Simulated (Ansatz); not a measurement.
# Heat carried by phonons in BN (F-43m), part 3 of 3

How well does the lattice of BN conduct heat? The starting cell is a computed one from a database.

Measurements to reproduce:
- thermal conductivity 760 W/m/K near room temperature (given in “Combining the AFLOW GIBBS and Elastic Libraries to efficiently and robustly screen thermo-mechanical properties of solids”, 2017, arXiv:1611.05714)

Ansatz 0.2.0; DFT r2SCAN, scalar-relativistic, plane waves, PAW; PAW set soft_1.

So far. Step 2 (A first coarse run): The start is under -5.4 GPa at this level and looks like an insulator or semiconductor on this mesh. Step 4 (Relaxing to small residual forces and stress): The residual pressure is -9.6e-4 GPa, small enough for phonons. The relaxed cell has a = 3.609 Å (conventional setting).

### Step 6. Third-order constants and the Boltzmann equation (continued)

Relaxation-time solution. The share of κ carried by shorter paths by mean free path:

```
mean free path (nm)  100 K  300 K  800 K
               2.15      0      0  0.002
               3.16      0      0  0.006
               4.64      0  0.001  0.012
               6.81      0  0.002  0.022
                 10      0  0.003  0.031
               21.5      0  0.005  0.058
               31.6      0  0.008  0.194
               46.4      0  0.021   0.62
               68.1      0  0.081  0.809
                100      0  0.197  0.869
                147      0  0.309  0.919
                215  0.001  0.412   0.94
                316  0.002   0.55  0.952
                464  0.002  0.642  0.958
                681  0.004  0.725  0.969
               1470   0.01  0.835  0.977
               2150  0.017  0.868  0.986
               3160  0.026   0.89      1
               4640  0.044  0.919      1
               6810  0.063  0.936      1
              10000  0.097  0.944      1
              14700  0.138   0.98      1
              21500  0.192      1      1
              31600  0.251      1      1
              46400   0.34      1      1
              1.0e5  0.584      1      1
              1.5e5  0.629      1      1
              2.2e5  0.674      1      1
              3.2e5  0.674      1      1
              4.6e5      1      1      1
```

300 K; a sample spread over frequency. Mode lifetimes, by row, the first 40 of 90 rows:

```
    q1      q2       q3  branch  frequency (THz)  rms speed (km/s)  three-phonon rate (1/ps)  isotope rate (1/ps)  lifetime (ps)  mean free path (nm)
     0       0   0.0345       1            1.644             10.26                   0.00153              1.06e-6            653                 6700
     0   0.069   0.1379       2             6.74             10.25                    0.0318              5.75e-4           30.9                  317
     0   0.069   0.2069       1            9.134              9.84                    0.0191              0.00209           47.3                  465
     0  0.1379   0.2069       2            10.53             10.39                    0.0374              0.00408           24.1                  250
0.0345  0.1034   0.2759       2            11.78              9.92                    0.0367              0.00693           22.9                  227
 0.069  0.1724  -0.1724       1            12.67              8.42                      0.02              0.00984           33.5                  282
0.0345  0.1034  -0.2759       1            13.45              6.08                    0.0145               0.0136           35.6                  216
     0   0.069  -0.3448       1            14.12              4.39                    0.0103               0.0182           35.2                  155
0.0345  0.2069   0.3103       2            14.72              9.55                    0.0485               0.0269           13.3                  127
 0.069  0.1724   0.4138       1            15.05              6.78                    0.0263               0.0339           16.6                  113
0.0345  0.1034  -0.4138       1            15.48              3.28                    0.0106               0.0356           21.6                 70.9
0.1034  0.2069   0.4483       1            15.86              6.99                    0.0228               0.0394           16.1                  112
 0.069  0.2414  -0.2414       1            16.29              6.81                    0.0153               0.0419           17.5                  119
     0  0.1034  -0.4138       2            16.68              7.52                    0.0222                0.045           14.9                  112
     0  0.1379  -0.3103       2            17.05              9.64                    0.0376               0.0496           11.5                  111
     0  0.2759  -0.2759       1            17.42               5.2                   0.00975               0.0505           16.6                 86.2
     0  0.3103   0.3448       2            17.84              7.15                    0.0444               0.0616           9.44                 67.5
0.0345  0.3103   0.3793       2            18.18              7.53                    0.0428               0.0649           9.29                 69.9
     0  0.2759  -0.3448       1            18.56              4.29                    0.0101               0.0622           13.8                 59.4
0.1379  0.2759  -0.3793       1            18.91              6.21                    0.0204                0.069           11.2                 69.5
0.1379  0.3103  -0.2759       1            19.32              6.57                    0.0217                0.075           10.3                   68
0.1034  0.2414  -0.2414       2            19.61              9.24                    0.0361               0.0773           8.81                 81.4
     0  0.0345   0.2759       3               20             12.77                    0.0571               0.0731           7.68                 98.1
     0  0.2069  -0.3103       2            20.35             10.04                    0.0348               0.0875           8.18                 82.1
     0  0.2069  -0.4828       2            20.67              9.31                    0.0292               0.0899           8.39                 78.1
0.0345  0.2414  -0.2759       2            20.95              9.66                    0.0362               0.0969           7.51                 72.5
     0  0.4483   0.4828       1            21.31              1.91                    0.0103                0.115           7.97                 15.2
0.0345  0.4828  -0.4483       1            21.55              1.82                   0.00801                 0.11           8.48                 15.4
     0  0.2414  -0.3103       2            21.97              9.48                    0.0362                0.088           8.05                 76.3
0.1724  0.4483  -0.3793       1            22.38              4.37                    0.0281                0.114           7.05                 30.8
0.1379  0.3103  -0.2759       2            22.69              7.75                    0.0319               0.0774           9.15                 70.9
0.1379  0.4828  -0.3793       2            23.27              3.97                   0.00845               0.0666           13.3                 52.8
     0  0.2414   0.3793       3            23.69              8.15                    0.0737               0.0607           7.44                 60.7
0.0345  0.2759  -0.2414       3            24.21              5.69                     0.101               0.0749            5.7                 32.4
0.1379  0.4483  -0.3448       2            24.63              5.66                    0.0146               0.0858           9.96                 56.4
 0.069  0.2069  -0.2759       3            25.07              8.61                     0.089                0.084           5.78                 49.7
0.1379  0.3448  -0.4828       3            25.58              5.14                    0.0757                 0.06           7.37                 37.9
0.1034  0.2759  -0.2759       3            26.11              7.08                    0.0876               0.0574            6.9                 48.8
0.1379  0.2759  -0.4483       3            26.56              6.48                    0.0833                0.106           5.28                 34.2
0.1034  0.3793  -0.4483       3            26.71              1.93                    0.0481                0.188           4.23                 8.17
```

Without the LO-TO term. Gamma linewidths, by row:

```
branch  frequency (cm⁻¹)  three-phonon rate (1/ps)  isotope rate (1/ps)  FWHM (cm⁻¹)
     4              1042                      0.18               0.0368         1.15
     5              1042                      0.18               0.0368         1.15
     6              1042                      0.18               0.0368         1.15
```

W/m/K, third of the trace; RTA populations with a boundary rate v/L added to each mode (Matthiessen's rule). Kappa by grain size, by row:

```
T (K)   bulk  10 nm  30 nm  100 nm  300 nm  1000 nm  10000 nm  100000 nm
  100   6060  3.327  9.703   30.17   80.64    220.5      1112       3244
  300  703.2   36.8  91.32   204.4   341.9    483.9     644.2      694.4
  600  379.2  57.84  124.6     222   295.5    341.9     373.1      378.5
```

W/m/K, third of the trace; RTA populations with the isotope rates scaled. Kappa by mass disorder, by row:

```
T (K)  no isotopes  as typed  variance x 3  variance x 10  variance x 30
  100        14140      6060          3726           1919          933.6
  300         1244     703.2         506.7          335.9          217.4
  600        579.3     379.2           266          164.9          103.7
```

At 300 K the relaxation-time value is 703 W/(m K).

### Step 7. Summary of results

```
highest frequency                          : 1300 cm⁻¹
Debye temperature from the second moment   : 1648 K
κ at 300 K (relaxation time)               : 703.4 W/m/K
mean free path at half of κ                : 266 nm
share of κ above the three lowest branches : 0.004
```

The lattice of BN conducts 703 W/(m K) at 300 K by r2SCAN (mean over directions, relaxation-time solution). Above 300 K the relaxation-time κ falls as T^-0.84. Grains of 100 nm would keep 29 % of the bulk value at 300 K, and grains of 1 µm 69 %. Removing the natural isotope disorder raises κ at 300 K by 77 %. A measured thermal conductivity near room temperature is 760 W/m/K (arXiv:1611.05714); the calculated 703 W/m/K differs by -7 %. Part of this agreement may be a cancellation, since four-phonon scattering and the shift of frequencies with temperature are both left out, and a relaxation-time value usually lies below the full solution. The last run computed the relaxation-time solution alone; it counts normal processes as resistive, so the full solution usually lies higher, most of all in good conductors. The sum rules changed one orbit of cubic constants by up to 18 %; by the manual a large change points to a short cutoff or, on a small and distant orbit, to noisy forces. The conductivities include the coherence part between close branches; the shares for grains, isotopes, branches and paths are of the relaxation-time populations alone. Cubic couplings among atoms farther apart than the pair cutoff are dropped, and neither the cutoff nor the q-mesh was shown to be converged here. The interpolation has no quadrupole term, so branches near the zone centre are less sure, since this crystal has sites that are not centres of inversion. The PAW files were made for PBE and are used here under another functional, for which the program regenerates the frozen cores.

[Logs are printed without paths, hosts, clocks, repeated set-up lines and the standing remarks that a program may print on its own settings, such as how far it seeks lower states.]

[Hosts, paths, dates, database ids (printed as entryN), source tags and the programs' standing remarks are cut or masked in the printed files.]

[A step with changed settings may run another functional than the one named; its input shows which.]
